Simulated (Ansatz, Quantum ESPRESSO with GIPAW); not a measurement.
# Solid-state NMR of LiF (Griceite) by GIPAW

Aim: the magnetic shielding of every site in LiF (Griceite).

What was measured: 19F isotropic shift -204.3 ppm, in “NMR parameters in alkali, alkaline earth and rare earth fluorides from first principle calculations” (2011; arXiv:1105.1645). 7Li isotropic shift -1 ppm, in “Composition and Structure of the solid electrolyte interphase on Na-Ion Anodes Revealed by Exo- and Endogenous Dynamic Nuclear Polarization—NMR Spectroscopy” (2024; PMC11378293), quoting earlier work. 7Li isotropic shift -0.3 ppm, in “Computation of NMR Shielding Constants for Solids Using an Embedded Cluster Approach with DFT, Double-Hybrid DFT, and MP2” (2020; PMC7659039), quoting earlier work. Shifts are on the scales named with the reference lines below.

Main program and level: Quantum ESPRESSO with GIPAW 8.0dev (patched build); DFT, PBE, plane-wave PAW (pslibrary 1.0.0 recipes), scalar-relativistic, GIPAW; a patched development version of the program.

Report form: the programs' logs are mostly left out.

## Step 1: The starting structure

Symmetry: Fm-3m, No. 225, cubic system. Conventional cell: a = 4.028 Å, b = 4.028 Å, c = 4.028 Å, α = 90.00°, β = 90.00°, γ = 90.00°. F has 6 Li at 2.01 Å nearest. Nearest to Li lie 6 F at 2.01 Å. Farther neighbours and most contacts between anions are not listed.

The cell is an entry of the Crystallography Open Database.

## Step 2: Ground state

First the ground state. The response equations take the occupied wavefunctions as exact, so conv_thr is set much tighter than for an energy. No empty states are asked for: the response is solved without them. The mesh has a spacing of 0.34 Å⁻¹ at most. The PAW files were made with ld1.x from the pslibrary 1.0.0 recipes, with GIPAW reconstruction switched on (the recipe of F slightly mended, as the packaged one fails to give a sound file).

run_scf.py

```python
from ase import Atoms
from ase.calculators.espresso import Espresso, EspressoProfile

atoms = Atoms(
    ['F', 'Li'],
    cell=[
        [0.00000000, 2.01400000, 2.01400000],
        [2.01400000, 0.00000000, 2.01400000],
        [2.01400000, 2.01400000, 0.00000000],
    ],
    scaled_positions=[
        [0.50000000, 0.50000000, 0.50000000],
        [0.00000000, 0.00000000, 0.00000000],
    ],
    pbc=True,
)
atoms.calc = Espresso(
    profile=EspressoProfile(command='mpirun -np 4 pw.x -nk 4', pseudo_dir='./'),
    pseudopotentials={
        'F': 'F.pbe-n-kjpaw_psl.1.0.0-gipaw.UPF',
        'Li': 'Li.pbe-sl-kjpaw_psl.1.0.0-gipaw.UPF',
    },
    input_data={
        'control': {'calculation': 'scf', 'prefix': 'x', 'outdir': './tmp/'},
        'system': {'ecutwfc': 55, 'ecutrho': 330, 'nbnd': 5},
        'electrons': {'conv_thr': 1.0e-10, 'mixing_beta': 0.7, 'electron_maxstep': 100},
    },
    kpts=(8, 8, 8),
    koffset=(0, 0, 0),
)
print('energy', atoms.get_potential_energy(), 'eV')
```

ASE writes espresso.pwi from it and starts pw.x, whose log goes to espresso.pwo.

espresso.pwi

```
&CONTROL
   calculation      = 'scf'
   outdir           = './tmp/'
   prefix           = 'x'
   pseudo_dir       = './'
/
&SYSTEM
   nbnd             = 5
   ecutwfc          = 55
   ecutrho          = 330
   ntyp             = 2
   nat              = 2
   ibrav            = 0
/
&ELECTRONS
   electron_maxstep = 100
   conv_thr         = 1e-10
   mixing_beta      = 0.7
/
&IONS
/
&CELL
/
&FCP
/
&RISM
/
ATOMIC_SPECIES
F 18.998403163 F.pbe-n-kjpaw_psl.1.0.0-gipaw.UPF
Li 6.94 Li.pbe-sl-kjpaw_psl.1.0.0-gipaw.UPF

K_POINTS automatic
8 8 8  0 0 0

CELL_PARAMETERS angstrom
0.00000000000000 2.01400000000000 2.01400000000000
2.01400000000000 0.00000000000000 2.01400000000000
2.01400000000000 2.01400000000000 0.00000000000000

ATOMIC_POSITIONS angstrom
F 2.0140000000 2.0140000000 2.0140000000  
Li 0.0000000000 0.0000000000 0.0000000000
```

Command:

```
> python run_scf.py
```

Wall time 2.2 s (4 MPI ranks of Arm Neoverse V2, shared host); peak memory 0.32 GiB.

It converged in 9 cycles to an estimated accuracy of 1e-11 Ry, on 29 irreducible k-points.

## Step 3: Magnetic response

A uniform field breaks periodicity, so gipaw.x applies it as a wave of small q and takes the limit. It solves for the first-order states, builds the induced current and gets the field at each nucleus by Biot–Savart; the PAW spheres add what the smooth waves miss near the nuclei. pawproj makes the reconstruction use the PAW data sets' own projectors.

nmr.in

```
&inputgipaw
  job = 'nmr'
  prefix = 'x'
  tmp_dir = './tmp/'
  restart_mode = 'from_scratch'
  verbosity = 'low'
  q_gipaw = 0.01
  spline_ps = .true.
  conv_threshold = 1.0d-14
  use_nmr_macroscopic_shape = .false.
  pawproj(1) = .true.
  pawproj(2) = .true.
/
```

Command:

```
> mpirun -np 4 gipaw.x -in nmr.in > nmr.out
```

The job ended after 14 s (4 MPI ranks; peak memory 0.19 GiB).

The f-sum rule is met to 0.0025 of 7.9 (0.03 %). Converged shieldings require that this miss be small, but a small miss does not prove them.

From the symmetric part of each tensor, with principal values σ11 ≤ σ22 ≤ σ33: σ_iso is their mean, the span is σ33 − σ11 and the skew 3(σ_iso − σ22)/span. (gipaw.x prints an anisotropy in another convention.)

| site | atom no. | atoms in cell | σ_iso (ppm) | span (ppm) | skew |
| --- | --- | --- | --- | --- | --- |
| F | 1 | 1 | 361.9 | 0.0 | - |
| Li | 2 | 1 | 81.13 | 0.00 | - |

The macroscopic shape term is switched off. For a spherical sample the valence susceptibility of this run would add about 7 ppm to every site, a rough estimate, since the susceptibility converges slowly and lacks part of the PAW terms. Differences within the crystal don't depend on it, but shieldings of different compounds can't be compared to better than a few ppm without it.

F and Li sit on cubic site symmetry, where the tensor must be isotropic.

How the isotropic values are made up (ppm). The core part is that of the free atom's core; bare is the current of the smooth valence states; the last two are what the PAW spheres add to the diamagnetic and the paramagnetic current:

| site | core | bare | reconstruction, dia | reconstruction, para |
| --- | --- | --- | --- | --- |
| F | 306.4 | 103.0 | 43.3 | -90.9 |
| Li | 0.0 | 12.1 | 70.7 | -1.7 |

The quadrupolar nuclei (7Li) sit on sites where the field gradient vanishes by symmetry, so they have no quadrupolar coupling.

## Step 4: From shieldings to shifts

A shielding is counted from the bare nucleus and a shift from a reference compound, with the opposite sign. A fitted line does better than one reference, as its slope takes up part of the functional's error. For ¹H and ⁷Li, with little paramagnetic shielding, slope and scatter come mostly from geometry, vibration and the shape term.

Reference lines, from the same functional and files: 19F: δ = (115.9 − σ) / 1.171, zero at CFCl3, fitted to 6 measured values, from BaF2, CdF2, KF, MgF2, NaF and ZnF2, with a scatter of 6.7 ppm r.m.s. (this compound left out) (CaF2 fall off this line, as semilocal functionals put their cations' empty d or f shells too low, and are left out), on σ without the shape term; 7Li: δ = (88.17 − σ), zero at aqueous Li+, fitted to 4 measured values, from Li2O, Li2S, LiBr and LiCl, with a scatter of 1.2 ppm r.m.s. (this compound left out), with σ taken with the shape term of a sphere (7.1 ppm here). Kinds of site that fitted badly were split off after the misses were seen, so the scatter is that of the points kept.

Covalently bonded atoms count as neighbours within 1.18 times the sum of their radii. Otherwise a cation's neighbours lie within 1.2 times its shortest bond (1.3 for large cations, each anion's radius taken off where they differ), and an anion's are the cations that count it.

| site | atom no. | atoms in cell | surroundings | bonds (Å) | δ_iso (ppm) |
| --- | --- | --- | --- | --- | --- |
| F | 1 | 1 | bound to Li6 | 2.014 | -210.0 |
| Li | 2 | 1 | LiF6 | 2.014 | -0.09 |

Simulated spectrum, 19F MAS at 40 kHz, 11.7 T (468.9 MHz), lines broadened by 2 ppm; rigid lattice, with dipolar and J couplings left out: a single narrow line at -210.0 ppm.

Simulated spectrum, 7Li fast MAS, 7.05 T (116.7 MHz), lines broadened by 0.5 ppm; rigid lattice, with dipolar and J couplings and satellite transitions left out: a single narrow line at -0.09 ppm.

## Step 5: Cost against result

Each row names what was changed: another mesh tests the sampling of the zone; another cutoff tests the basis; another functional shows how far the paramagnetic term hangs on the exchange-correlation form.

Changes of σ_iso (ppm) against the run above (PBE, cutoffs 55 and 330 Ry, mesh 8×8×8, 62 s). Times are CPU times of pw.x and gipaw.x together, on 4 MPI ranks of Arm Neoverse V2, shared host; on a shared host they are rough.

| run | CPU time | f-sum miss | F | Li |
| --- | --- | --- | --- | --- |
| mesh 10×10×10 | 94 s | 0.0025 | +0.0 | -0.00 |
| cutoffs 40 and 330 Ry (coarse on purpose) | 51 s | 0.013 | -0.7 | +0.08 |
| mesh 5×5×5 (coarse on purpose) | 28 s | 0.0042 | -0.8 | -0.01 |
| Wu-Cohen | 58 s | 0.0025 | -4.6 | -0.24 |
| cutoffs 70 and 420 Ry | 88 s | 6.0e-4 | -0.3 | -0.00 |

The largest move is -4.6 ppm, on F, from Wu-Cohen.

## Step 6: A run with a fault

One more run, with a slip of the kind that is easily made.

scf.in

```
&control
  calculation = 'scf'
  prefix = 'x'
  outdir = './tmp/'
  pseudo_dir = './'
/
&system
  ibrav = 0
  nat = 2
  ntyp = 2
  ecutwfc = 55
  ecutrho = 330
  nbnd = 5
/
&electrons
  conv_thr = 1.0d-10
  mixing_beta = 0.7
  electron_maxstep = 100
/
ATOMIC_SPECIES
  F 18.998 F.pbe-n-kjpaw_psl.1.0.0-gipaw.UPF
  Li 6.940 Li.pbe-sl-kjpaw_psl.1.0.0-gipaw.UPF
CELL_PARAMETERS angstrom
  0.00000000 2.01400000 2.01400000
  2.01400000 0.00000000 2.01400000
  2.01400000 2.01400000 0.00000000
ATOMIC_POSITIONS crystal
  F 0.50000000 0.50000000 0.50000000
  Li 0.00000000 0.00000000 0.00000000
K_POINTS automatic
  8 8 8 0 0 0
```

Command:

```
> mpirun -np 4 pw.x -nk 4 -in scf.in > scf.out
```

This SCF reached its threshold; then the response:

nmr.in, as its differences from that of step 3:

```diff
@@ -1,3 +1,3 @@
 &inputgipaw
-  job = 'nmr'
+  job = 'cs'
   prefix = 'x'
```

Command:

```
> mpirun -np 4 gipaw.x -in nmr.in > nmr.out
```

The job ended after 0.78 s (4 MPI ranks; peak memory 0.19 GiB).

The program stopped with an error: Error in routine gipaw_main: wrong or undefined job in input. The fault: an unknown job. 

## Step 7: Against experiment

| quantity | site | measured | calculated | difference |
| --- | --- | --- | --- | --- |
| 19F isotropic shift (ppm) | F | -204.3 | -210.0 | -5.7 |
| 7Li isotropic shift (ppm) | Li | -1 | -0.09 | +0.91 |
| 7Li isotropic shift (ppm) | Li | -0.3 | -0.09 | +0.21 |

## Step 8: Outcome

```yaml
19f_shift: -210.0 ppm
7li_shift: -0.09 ppm
```

**Reading.** 19F has one site (bound to Li6), with isotropic shift -210.0 ppm. 7Li has one site (LiF6), with isotropic shift -0.09 ppm. Verdict on the shifts: 19F good, missed by 5.8 ppm at most, within the scatter of its line; 7Li good, missed by 0.91 ppm at most, within the scatter of its line. Going to mesh 10×10×10 changes no isotropic shielding by more than 0.008 ppm, so the main run is converged in that respect. Going to cutoffs 70 and 420 Ry changes no isotropic shielding by more than 0.28 ppm, so the main run is converged in that respect. The cheaper run with mesh 5×5×5 takes about 45 % of the time and is off by 0.78 ppm on F. The largest change with the functional is 4.6 ppm in absolute shielding; part of that drops out once each functional has its own reference line. This build of gipaw.x prints that it is not audited and that its numbers are no references by themselves. It also reports spline_ps as false although the input sets it; why was not traced. 1 further run of this session failed or came with warnings and is not shown (1 not converged).

[Logs are printed without paths, hosts, clocks, repeated set-up lines and the standing remarks that a program may print on its own settings, such as how far it seeks lower states.]

[Hosts, paths, dates, database ids (printed as entryN), source tags and the programs' standing remarks are cut or masked in the printed files.]

[Where no reference line passes its bar on scatter, no shift is given, so a measured shift of this compound may stand uncompared.]
